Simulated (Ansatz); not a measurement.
# Fe wire along [100], 21 atoms a period: bands along the axis, part 2 of 2

What gap, if any, does the Fe wire along [100], 21 atoms a period have, and how many channels would it open?

Ansatz 0.2.0; DFT PBE, plane waves, PAW; relaxation of a wire's period; PAW set soft_1 (the session's first sound run).

So far: The structure; Relaxing the period.

### 2. Relaxing the period (continued)

Site moment by atom:

| atom | site moment (μB) |
| --- | --- |
| Fe1 | 2.70 |
| Fe2 | 2.27 |
| Fe3 | 2.70 |
| Fe4 | 2.27 |
| Fe5 | 2.28 |
| Fe6 | 2.27 |
| Fe7 | 2.70 |
| Fe8 | 2.27 |
| Fe9 | 2.70 |
| Fe10 | 2.83 |
| Fe11 | 2.83 |
| Fe12 | 2.83 |
| Fe13 | 2.44 |
| Fe14 | 2.44 |
| Fe15 | 2.83 |
| Fe16 | 2.83 |
| Fe17 | 2.44 |
| Fe18 | 2.44 |
| Fe19 | 2.83 |
| Fe20 | 2.83 |
| Fe21 | 2.83 |

The cell's length comes to 2.719 Å with an absolute moment of 57.80 μB a cell.

### 3. The perfect wire

This step: DFT PBE, plane waves, PAW; bands of a perfect wire; PAW set soft_1 (Ansatz 0.2.0).

At the relaxed period the bands are computed along the axis; those that cross an energy going forward count the channels that a perfect wire would open there.

File input.yaml:

```yaml
crystal:
  lattice:
    - [15.29, 0.0, 0.0]
    - [0.0, 15.29, 0.0]
    - [0.0, 0.0, 2.7193486279]
  atoms:
    - { symbol: Fe, position: [0.312308824, 0.312308824, 0.0], spin: 2.7 }
    - { symbol: Fe, position: [0.312183401, 0.5, 0.0], spin: 2.27 }
    - { symbol: Fe, position: [0.312308824, 0.687691176, 0.0], spin: 2.7 }
    - { symbol: Fe, position: [0.5, 0.312183401, 0.0], spin: 2.27 }
    - { symbol: Fe, position: [0.5, 0.5, 0.0], spin: 2.28 }
    - { symbol: Fe, position: [0.5, 0.687816599, 0.0], spin: 2.27 }
    - { symbol: Fe, position: [0.687691176, 0.312308824, 0.0], spin: 2.7 }
    - { symbol: Fe, position: [0.687816599, 0.5, 0.0], spin: 2.27 }
    - { symbol: Fe, position: [0.687691176, 0.687691176, 0.0], spin: 2.7 }
    - { symbol: Fe, position: [0.219023723, 0.410582284, 0.5], spin: 2.83 }
    - { symbol: Fe, position: [0.219023723, 0.589417716, 0.5], spin: 2.83 }
    - { symbol: Fe, position: [0.410582284, 0.219023723, 0.5], spin: 2.83 }
    - { symbol: Fe, position: [0.406061386, 0.406061386, 0.5], spin: 2.44 }
    - { symbol: Fe, position: [0.406061386, 0.593938614, 0.5], spin: 2.44 }
    - { symbol: Fe, position: [0.410582284, 0.780976277, 0.5], spin: 2.83 }
    - { symbol: Fe, position: [0.589417716, 0.219023723, 0.5], spin: 2.83 }
    - { symbol: Fe, position: [0.593938614, 0.406061386, 0.5], spin: 2.44 }
    - { symbol: Fe, position: [0.593938614, 0.593938614, 0.5], spin: 2.44 }
    - { symbol: Fe, position: [0.589417716, 0.780976277, 0.5], spin: 2.83 }
    - { symbol: Fe, position: [0.780976277, 0.410582284, 0.5], spin: 2.83 }
    - { symbol: Fe, position: [0.780976277, 0.589417716, 0.5], spin: 2.83 }
magnetization:
  spin_polarized: true
kpoints:
  mp_grid: { grid: [1, 1, 30] }
  band_path: { path: ["Γ", Z], npoints: 90 }
scf:
  occupations: { method: fermi_dirac, width: 0.05 }
hamiltonian:
  xc: pbe
  pseudopotentials: { kind: paw, azcp: { folder: soft_1 } }
output:
  dos: { e_range: [-5, 4] }
  write_potential: true
  write_density: true
  volumetric_format: npy
```

Run with:

```console
> ansatz run input.yaml --threads 4 --pin off --max-ram 16384MiB --backend cpu --events-out ev --progress --plain --runs-dir out
```

Numbers of over 12 decimals in the logs are rounded to 6 here.

The program printed:

```text
[...]
Crystal: 21 atoms, lattice volume = 635.740 Å³
Basis set: ecut = 420 eV, 12469 PW (Γ)
Bands: 235, of which v1, the nominal top of the filled ones, is band 168 counted from 1 (167 counted from 0)
Symmetry: 16 space group operations
[...]
k-points: 16 of 30
[...]
Starting moments: Σ|m| = 54.56 μB on 21 of 21 sites
[...]
SCF iter   1: F=—  HF=-94071.500082 eV  |F-HF|=—  |Δ(HF+E_count)|=         —  Δρ=5.14e-2 (↑2.42e-2 ↓5.14e-2)  dr2=7.77e1  dr2_m=6.25e0  M=56.825 μB ∫|m|=57.274 μB  β_m=0.30  ethr=3.10e-3  ⟨swp⟩=8.0  Hψ=34308  notcnv=0  defer=507
[...]
SCF iter  16: F=-94075.674480 eV  HF=-94075.674480 eV  |F-HF|=2.83e-8  |Δ(HF+E_count)|=   7.45e-9  Δρ=1.21e-6 (↑1.21e-6 ↓1.02e-6)  dr2=2.96e-8  dr2_m=2.83e-10  M=55.855 μB ∫|m|=57.897 μB  ethr=6.79e-12  ⟨swp⟩=13.0  Hψ=39364  notcnv=0
SCF 1 converged in 16 iterations: F = -94075.674480 eV  dr2 = 2.96e-8
[...]
WARN: The output density's exchange-correlation potential varies sharply where the density is thin. Do not read a vacuum level from v_tot or v_xc, or from such a field of the output density. On a cell that repeats whose density bears no net charge and no dipole along the vacuum's axis use v_es (v_loc + v_h of the components); under efield.dipole_correction with no amplitude use v_es + v_field, which holds any externa [...]
NSCF: frozen V_eff on 91 k-points
SCF converged after 16 iterations
Magnetization: 55.8551 μB (195.9275 up, 140.0725 down)
Absolute magnetization: 57.9009 μB (∫|ρ↑−ρ↓|, with the PAW one-centre terms)
[...]
Per-site moments (μB) at R_I (Å): [(2.701423, 1.006908), (2.279556, 0.988873), (2.701423, 1.006908), (2.279556, 0.988873), (2.283283, 1.008286), (2.279556, 0.988873), (2.701423, 1.006908), (2.279556, 0.988873), (2.701423, 1.006908), (2.833366, 0.988873), (2.833366, 0.988873), (2.833366, 0.988873), (2.438721, 1.006908), (2.438721, 1.006908), (2.833366, 0.988873), (2.833366, 0.988873), (2.438721, 1.006908), (2.438721, 1.006908), (2.833366, 0.988873), (2.833366, 0.988873), (2.833366, 0.988873)]
Free energy (F): -94075.674480 eV
[...]
Internal energy: -94075.497975 eV  (E = F + TS)
E sigma→0 (E₀):  -94075.586227 eV
Entropy (-TS):   -0.176504 eV (-8.405 meV/atom)
Fermi energy:    4.584503 eV
[...]
--- Band table (eV; the first three rows and the last of 32) ---
  k-point 0 ↑: bands = [... 164 lower, 2.9607, 3.0362, 3.0553, 3.0553, 3.1204, 3.1575, 3.1655, 3.1846, ... 63 higher]
  k-point 1 ↑: bands = [... 164 lower, 2.9763, 3.0088, 3.0251, 3.0603, 3.0603, 3.1434, 3.1560, 3.1560, ... 63 higher]
  k-point 2 ↑: bands = [... 164 lower, 2.9867, 2.9944, 3.0131, 3.0751, 3.0751, 3.1401, 3.1401, 3.1928, ... 63 higher]
  k-point 15 ↓: bands = [... 164 lower, 6.1398, 6.1605, 6.2114, 6.2114, 6.2932, 6.2932, 6.3114, 6.3144, ... 63 higher]
```

It took 21 min on 4 threads of Arm Neoverse N1, shared host; peak memory 11 GiB.

This step gave:

```yaml
energy_at_zero_smearing: -94075.5862 eV
total_moment: 55.86 μB
absolute_moment: 57.90 μB
band_gap: 0 eV
```

Between Γ and Z the bands cross the Fermi level 26 times, so a perfect wire would conduct at least 13 G₀, with an absolute moment of 57.90 μB a cell.

### 4. Results

| Item | Value |
| --- | --- |
| cell length, PBE | 2.719 Å |
| absolute moment, PBE | 57.9 μB |
| ballistic conductance by band crossings, a lower bound, PBE | 13 G₀ |

**Reading.** Under PBE the cell's length is 2.72 Å, the absolute moment is 57.90 μB a cell, and the bands cross the Fermi level 26 times between Γ and Z, which gives a perfect wire at least 13 G₀ (opposite crossings within one step of the path cancel in such a count). In the perfect wire the moments were started parallel, and no opposed start was run. No search over magnetic orders was made; another may lie lower.

[Logs are printed without paths, hosts, clocks, repeated set-up lines and the standing remarks that a program may print on its own settings, such as how far it seeks lower states.]

[Hosts, paths, dates, database ids (printed as entryN), source tags and the programs' standing remarks are cut or masked in the printed files.]
